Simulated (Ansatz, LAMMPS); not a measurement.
# Glassy 58SiO2-12Al2O3-15Na2O-15K2O (mol %) (84 atoms) under strain, part 3 of 3

Aim: relax glassy 58SiO2-12Al2O3-15Na2O-15K2O (mol %) (84 atoms), then change its volume to read the bulk modulus from the stress.

Ansatz 0.2.0; Kohn-Sham DFT, r2SCAN, PAW (set soft_2), plane waves.

The cell: 15 Si, 6 Al, 8 Na, 8 K and 47 O. The quench rate of 30 K/ps is many orders above laboratory rates. The network of bonds at the start is that of the classical potential that made the cell. Sampling is at Γ alone.

So far. Step 2 (Single point at the start): The r.m.s. force at the start is 1.2 eV/Å. Step 3 (Cell and atoms relaxed): The relaxation converged after 29 steps, with a largest force component of 0.040 eV/Å.

## 5. Volume -3 %

The relaxed cell is scaled evenly and the atoms are relaxed again; the stress at the end gives one point of P(V).

Input file input.yaml:

```yaml
crystal:
  lattice:
    - [10.84137, -0.12443, 0.16792]
    - [-0.12443, 10.39589, -0.15949]
    - [0.16792, -0.15949, 10.03627]
  atoms:
    [... the 84 atom lines of step 4 ...]
kpoints:
  mp_grid: { grid: [1, 1, 1] }
hamiltonian:
  xc: r2scan
scf:
  occupations: { method: fixed }
output:
  forces: true
  eigenvalues: true
  stress: true
relax:
  f_tol: 0.05
  max_steps: 70
```

On the command line:

```console
$ ansatz run input.yaml --threads 4 --pin off --max-ram 8192MiB --backend cpu --events-out ev --progress --plain --runs-dir out
```

Numbers of over 12 decimals in the logs are rounded to 6 here.

Output:

```text
Warning: output.stress: scf.convergence.dr2_threshold = 1e-7 eV (the SCF's general default) is looser than the 8.4e-9 eV advised for a printed stress (1e-10 eV for each atom of the cell: 84). What an SCF threshold leaves in a stress goes as its square root, and in the free energy as the threshold itself, and one threshold admits the most on a small cell: [...]
[...]
Crystal: 84 atoms, lattice volume = 1130.427 Å³
Basis set: ecut = 500 eV, 28707 PW (Γ), exchange–correlation on 320×320×300 points (64 copies of the dense FFT grid, shifted against one another)
Bands: 336, of which v1, the nominal top of the filled ones, is band 252 counted from 1 (251 counted from 0)
Symmetry: 1 space group operations
[...]
k-points: 1
[...]
SCF iter   1: F=—  HF=-63906.240021 eV  |F-HF|=—  |Δ(HF+E_count)|=         —  Δρ=7.71e-3  dr2=6.55e-1  dr2_τ=5.68e0  ethr=1.77e-3  ⟨swp⟩=4.0  Hψ=1246  notcnv=0  defer=80
[...]
SCF iter   5: F=—  HF=-63908.472298 eV  |F-HF|=—  |Δ(HF+E_count)|=   2.81e-4  Δρ=1.22e-4  dr2=1.71e-4  dr2_τ=1.69e-5  ethr=3.98e-7  ⟨swp⟩=2.0  Hψ=455  notcnv=0  defer=82
SCF iter   6: F=-63908.472361 eV  HF=-63908.472374 eV  |F-HF|=1.21e-5  |Δ(HF+E_count)|=   7.60e-5  Δρ=5.77e-5  dr2=3.35e-5  dr2_τ=4.42e-6  ethr=1.24e-8  ⟨swp⟩=15.0  Hψ=2228  notcnv=0
SCF 1 converged in 6 iterations: F = -63908.472361 eV  dr2 = 3.35e-5
[...]
relax step   1: F+E_penalty+E_count = -63908.47236146 eV  Δ(F+E_penalty+E_count) = +0.000e0 eV  max|allowed force component| = 6.840e-1 eV/Å  Δτ_max = 0.0000 Å  (6 SCF iters, dr2 threshold 6.25e-5 eV, accepted)
[...]
relax step   2: F+E_penalty+E_count = -63908.63899163 eV  Δ(F+E_penalty+E_count) = -1.666e-1 eV  max|allowed force component| = 3.281e-1 eV/Å  Δτ_max = 0.0682 Å  (6 SCF iters, dr2 threshold 2.92e-5 eV, accepted)
[...]
relax step   3: F+E_penalty+E_count = -63908.72326773 eV  Δ(F+E_penalty+E_count) = -8.428e-2 eV  max|allowed force component| = 2.341e-1 eV/Å  Δτ_max = 0.0654 Å  (7 SCF iters, dr2 threshold 6.73e-6 eV, accepted)
relax step   4: F+E_penalty+E_count = -63908.71801600 eV  Δ(F+E_penalty+E_count) = +5.252e-3 eV  max|allowed force component| = 4.429e-1 eV/Å  Δτ_max = 0.2000 Å  (7 SCF iters, dr2 threshold 1.26e-5 eV, rejected (line search))
relax step   5: F+E_penalty+E_count = -63908.76793285 eV  Δ(F+E_penalty+E_count) = -4.467e-2 eV  max|allowed force component| = 1.017e-1 eV/Å  Δτ_max = 0.0645 Å  (8 SCF iters, accepted)
relax step   6: F+E_penalty+E_count = -63908.77873011 eV  Δ(F+E_penalty+E_count) = -1.080e-2 eV  max|allowed force component| = 2.761e-1 eV/Å  Δτ_max = 0.1000 Å  (9 SCF iters, accepted)
relax step   7: F+E_penalty+E_count = -63908.78932125 eV  Δ(F+E_penalty+E_count) = -1.059e-2 eV  max|allowed force component| = 1.167e-1 eV/Å  Δτ_max = 0.0381 Å  (5 SCF iters, dr2 threshold 1.44e-5 eV, accepted)
relax step   8: F+E_penalty+E_count = -63908.78675486 eV  Δ(F+E_penalty+E_count) = +2.566e-3 eV  max|allowed force component| = 9.470e-2 eV/Å  Δτ_max = 0.0731 Å  (8 SCF iters, rejected (line search))
relax step   9: F+E_penalty+E_count = -63908.79443676 eV  Δ(F+E_penalty+E_count) = -5.116e-3 eV  max|allowed force component| = 7.546e-2 eV/Å  Δτ_max = 0.0284 Å  (8 SCF iters, accepted)
relax step  10: F+E_penalty+E_count = -63908.78919372 eV  Δ(F+E_penalty+E_count) = +5.243e-3 eV  max|allowed force component| = 9.258e-2 eV/Å  Δτ_max = 0.1000 Å  (9 SCF iters, rejected (line search))
[...]
relax step  11: F+E_penalty+E_count = -63908.79797034 eV  Δ(F+E_penalty+E_count) = -3.534e-3 eV  max|allowed force component| = 3.693e-2 eV/Å  Δτ_max = 0.0390 Å  (8 SCF iters, accepted)
[...]
SCF iter   2: F=-63908.797970 eV  HF=-63908.797970 eV  |F-HF|=2.14e-8  |Δ(HF+E_count)|=   2.26e-8  Δρ=1.21e-6  dr2=2.13e-8  dr2_τ=1.71e-9  ethr=1.42e-11  ⟨swp⟩=4.0  Hψ=840  notcnv=0
SCF 12 converged in 2 iterations: F = -63908.797970 eV  dr2 = 2.13e-8
SCF converged after 2 iterations
Free energy (F): -63908.797970 eV
[...]
Internal energy: -63908.797970 eV  (E = F + TS)
E sigma→0 (E₀):  -63908.797970 eV
Fermi energy:    3.813718 eV
[...]
Σ components = -63908.797970   (vs F -63908.797970, Δ=0.00e0)
--- Forces (eV/Å), atoms counted from 1 ---
  atom   1  Si     0.00763690    -0.01393756    -0.02007008
  atom   2  Si     0.00531773     0.00127642     0.00069062
  atom   3  Si    -0.00309964     0.00240341    -0.00988694
  atom   4  Si    -0.00856317     0.00510373     0.00015989
[...]
atom  84  O      0.00547738    -0.00260029    -0.01138245
  max |Σ_I F_I| component: 1.35e-4 eV/Å
--- Stress (GPa, compression-positive) ---
        1.682803      -0.124315       0.120780
       -0.124307       1.296669      -0.177504
        0.120789      -0.177515       1.531805
  P = ⅓ Tr σ = 1.5038 GPa (15.038 kbar)
--- Band table (eV) ---
[...]
--- Relaxed structure (11 steps of the walk, 8 accepted, 0 SCFs on fresh bases) ---
  F+E_penalty+E_count = -63908.79797034 eV   max|allowed force component| = 3.693e-2 eV/Å
  atoms:
    - { symbol: Si, position: [0.555053, 0.754996, 0.872745] }
    - { symbol: Si, position: [0.577908, 0.036059, 0.811691] }
    - { symbol: Si, position: [0.301855, 0.378600, 0.577823] }
    - { symbol: Si, position: [0.359001, 0.890951, 0.493969] }
[...]
- { symbol: O, position: [0.653795, 0.153266, 0.899592] }
```

Run time: 5.3 min. Hardware: 4 threads of Arm Neoverse V2, shared host; peak memory 3 GiB; 21 min of CPU time.

The program notes that the SCF threshold is loose for the stress.

The relaxation converged after 11 steps, 0.326 eV below its start, with a largest force component of 0.037 eV/Å.

Volume -3 %: the energy stands 0.150 eV above that of the reference, at a pressure of 1.50 GPa.

## 6. Volume +3 %

The relaxed cell is scaled to another volume.

Input and log are left out; they have the form of those shown for this kind of step.

It took 3.8 min on 4 threads of Arm Neoverse V2, shared host; peak memory 3.1 GiB.

The relaxation converged after 7 steps, 0.270 eV below its start, with a largest force component of 0.047 eV/Å.

Volume +3 %: the energy stands 0.149 eV above that of the reference, at a pressure of -1.39 GPa.

## 7. Volume -6 %

The relaxed cell is scaled to another volume.

Input and log are left out; they have the form of those shown for this kind of step.

Wall time 5.9 min (4 threads of Arm Neoverse V2, shared host); peak memory 2.9 GiB; 23 min of CPU time.

The relaxation converged after 13 steps, 1.32 eV below its start, with a largest force component of 0.036 eV/Å.

Volume -6 %: the energy stands 0.669 eV above that of the reference, at a pressure of 3.29 GPa.

## 8. Volume +6 %

The relaxed cell is scaled to another volume.

Input and log are left out; they have the form of those shown for this kind of step.

Run time: 8.5 min. Hardware: 4 threads of Arm Neoverse V2, shared host; peak memory 3.4 GiB.

The relaxation was stopped at its limit after 17 steps, 1.15 eV below its start, with a largest force component of 0.56 eV/Å.

Volume +6 %: the energy stands 0.453 eV above that of the reference.

## 9. Volume -10 %

The relaxed cell is scaled to another volume.

Input and log are left out; they have the form of those shown for this kind of step.

The job ended after 5.4 min (4 threads of Arm Neoverse V2, shared host; peak memory 2.7 GiB).

The relaxation was stopped at its limit after 14 steps, 3.92 eV below its start, with a largest force component of 0.050 eV/Å.

Volume -10 %: the energy stands 2.02 eV above that of the reference.

## 10. Stretched by 1 % along x

The relaxed cell is strained along x alone, which gives the stiffness along x and its coupling to y and z.

input.yaml, the sections that differ from step 5:

```yaml
crystal:
  lattice:
    - [11.06152, -0.1257, 0.16963]
    - [-0.12696, 10.50198, -0.16112]
    - [0.17133, -0.16112, 10.13869]
  atoms:
    [... the 84 atom lines of step 4 ...]
# kpoints, hamiltonian, scf, output, relax: as in step 5
```

Output:

```text
Warning: output.stress: scf.convergence.dr2_threshold = 1e-7 eV (the SCF's general default) is looser than the 8.4e-9 eV advised for a printed stress (1e-10 eV for each atom of the cell: 84). What an SCF threshold leaves in a stress goes as its square root, and in the free energy as the threshold itself, and one threshold admits the most on a small cell: [...]
[...]
Pseudopotentials: kind: paw
Pseudopotential: Si, paw, valence charge 4, recommended cutoff 500 eV (meta_gga), Si.paw.azcp
Pseudopotential: Al, paw, valence charge 3, recommended cutoff 500 eV (meta_gga), Al.paw.azcp
Pseudopotential: Na, paw, valence charge 9, recommended cutoff 500 eV (meta_gga), Na.paw.azcp
Pseudopotential: K, paw, valence charge 9, recommended cutoff 500 eV (meta_gga), K.paw.azcp
Pseudopotential: O, paw, valence charge 6, recommended cutoff 500 eV (meta_gga), O.paw.azcp
[...]
Crystal: 84 atoms, lattice volume = 1177.043 Å³
Basis set: ecut = 500 eV, 29823 PW (Γ), exchange–correlation on 324×320×300 points (64 copies of the dense FFT grid, shifted against one another)
Bands: 336, of which v1, the nominal top of the filled ones, is band 252 counted from 1 (251 counted from 0)
Symmetry: 1 space group operations
Space group: P1 (ITA 1), of the structure as read, at distance tolerance 1.1e-4 Å
k-points: 1
[...]
Initial density: superposition of atomic densities (neutral atoms: chi_scale 0, normalization atom), corrected by the library's trained network
Initial wavefunctions: pseudopotential atomic-orbital guess
[...]
SCF iter   1: F=—  HF=-63906.760841 eV  |F-HF|=—  |Δ(HF+E_count)|=         —  Δρ=7.61e-3  dr2=6.77e-1  dr2_τ=5.14e0  ethr=1.77e-3  ⟨swp⟩=4.0  Hψ=1249  notcnv=0  defer=81
preconditioner: auto → Resta (q_TF=auto, 2.369 Å⁻¹)  ε∞=2.7  [insulator: Δε(μ)=4.219 eV  Ē_g=18.247 eV  n_scr=260 (ndim 8)  ℏωp=23.5 eV  f_vac=0.129  ε∞_Penn≈2.7]
[...]
SCF iter   5: F=—  HF=-63908.855625 eV  |F-HF|=—  |Δ(HF+E_count)|=   3.15e-4  Δρ=1.28e-4  dr2=1.90e-4  dr2_τ=1.89e-5  ethr=4.57e-7  ⟨swp⟩=2.0  Hψ=439  notcnv=0  defer=82
SCF iter   6: F=-63908.855698 eV  HF=-63908.855713 eV  |F-HF|=1.50e-5  |Δ(HF+E_count)|=   8.77e-5  Δρ=6.14e-5  dr2=4.05e-5  dr2_τ=4.97e-6  ethr=1.24e-8  ⟨swp⟩=16.0  Hψ=2239  notcnv=0
SCF 1 converged in 6 iterations: F = -63908.855698 eV  dr2 = 4.05e-5
[...]
relax step   1: F+E_penalty+E_count = -63908.85569795 eV  Δ(F+E_penalty+E_count) = +0.000e0 eV  max|allowed force component| = 5.352e-1 eV/Å  Δτ_max = 0.0000 Å  (6 SCF iters, dr2 threshold 6.25e-5 eV, accepted)
[...]
relax step   2: F+E_penalty+E_count = -63908.88949676 eV  Δ(F+E_penalty+E_count) = -3.380e-2 eV  max|allowed force component| = 2.551e-1 eV/Å  Δτ_max = 0.0421 Å  (6 SCF iters, dr2 threshold 1.79e-5 eV, accepted)
[...]
relax step   4: F+E_penalty+E_count = -63908.88013332 eV  Δ(F+E_penalty+E_count) = +2.809e-2 eV  max|allowed force component| = 2.516e-1 eV/Å  Δτ_max = 0.1327 Å  (9 SCF iters, rejected (line search))
[...]
Step cancelled. What follows is not a result of the run: it is the report of the last solve that finished, which converged after 9 SCF iterations.
Free energy (F): -63908.880133 eV
Harris-Foulkes:  -63908.880133 eV  (|F-HF|=6.40e-9)
Internal energy: -63908.880133 eV  (E = F + TS)
E sigma→0 (E₀):  -63908.880133 eV
Fermi energy:    3.640299 eV
--- Per-component energies (eV) ---
[...]
Σ components = -63908.880133   (vs F -63908.880133, Δ=0.00e0)
--- Forces (eV/Å), atoms counted from 1 ---
  atom   1  Si     0.02712011    -0.01965010     0.01621397
  atom   2  Si    -0.01669406    -0.08429628     0.05093628
  atom   3  Si     0.08225883    -0.01970102    -0.05072862
  atom   4  Si     0.12505650    -0.08941284    -0.04073393
[...]
atom  84  O      0.00624425     0.06461227     0.02854700
  max |Σ_I F_I| component: 4.82e-4 eV/Å
--- Stress (GPa, compression-positive) ---
       -0.807136       0.010919      -0.003036
        0.010924      -0.155915       0.019517
       -0.003028       0.019517      -0.327929
  P = ⅓ Tr σ = -0.4303 GPa (-4.303 kbar)
--- Band table (eV) ---
  k-point 0: bands = ["-48.6987", "-48.6559", "-48.5829", "-48.3046", [... 320 levels ...], "13.9483", "13.9955", "14.0638", "14.1202", "14.1636", "14.2479", "14.2836", "14.3397", "14.3856", "14.4137", "14.4220", "14.4575"]
End of that report.
Error: SIGTERM received: cancelled by the caller after 6 completed SCF iterations
```

Run time: 2.1 min. Hardware: 4 threads; peak memory 3 GiB.

The run was cut off at its time limit.

The program's message: “Error: SIGTERM received: cancelled by the caller after 6 completed SCF iterations”

The session had allowed this step about 2.1 min.

## 11. Pressure against volume

Atoms are relaxed at each volume, in the scaled cell.

| volume change (%) | volume (Å³/atom) | energy change (meV/atom) | pressure (GPa) | largest move on relaxing (Å) | bonds | gap (eV) |
| --- | --- | --- | --- | --- | --- | --- |
| -6 | 13.041 | 7.97 | 3.29 | 0.41 | 170 | 4.43 |
| -3 | 13.457 | 1.78 | 1.50 | 0.16 | 166 | 4.32 |
| +0 | 13.874 | 0.00 | 0.03 | - | 163 | 4.04 |
| +3 | 14.290 | 1.78 | -1.39 | 0.18 | 159 | 3.82 |

## 12. What came out

The bulk modulus, from the slope of pressure against ln V over the three points nearest the relaxed volume, is 48.2 GPa; a quadratic over all points gives a pressure derivative of about 3.2. The count of bonds runs from 159 to 170 over the series, so at some points contacts cross the cutoffs. The gap goes from 4.43 eV at the smallest volume to 3.82 eV at the largest, -7.0 eV per unit of ln V by a straight line, on the run's k-points.

Caveats: Strains are finite and relaxations stop at the force tolerance of the input, which can leave moduli too stiff; they are those of a static cell at zero temperature. Volumes are changed with the cell's shape held, so in an anisotropic solid the modulus lies over the one under free hydrostatic load. The program notes that the SCF threshold of the relaxations is loose for the stress.

The DFT runs together took 44 min of wall time.

[Logs are printed without paths, hosts, clocks, repeated set-up lines and the standing remarks that a program may print on its own settings, such as how far it seeks lower states.]

[Hosts, paths, dates, database ids (printed as entryN), source tags and the programs' standing remarks are cut or masked in the printed files.]
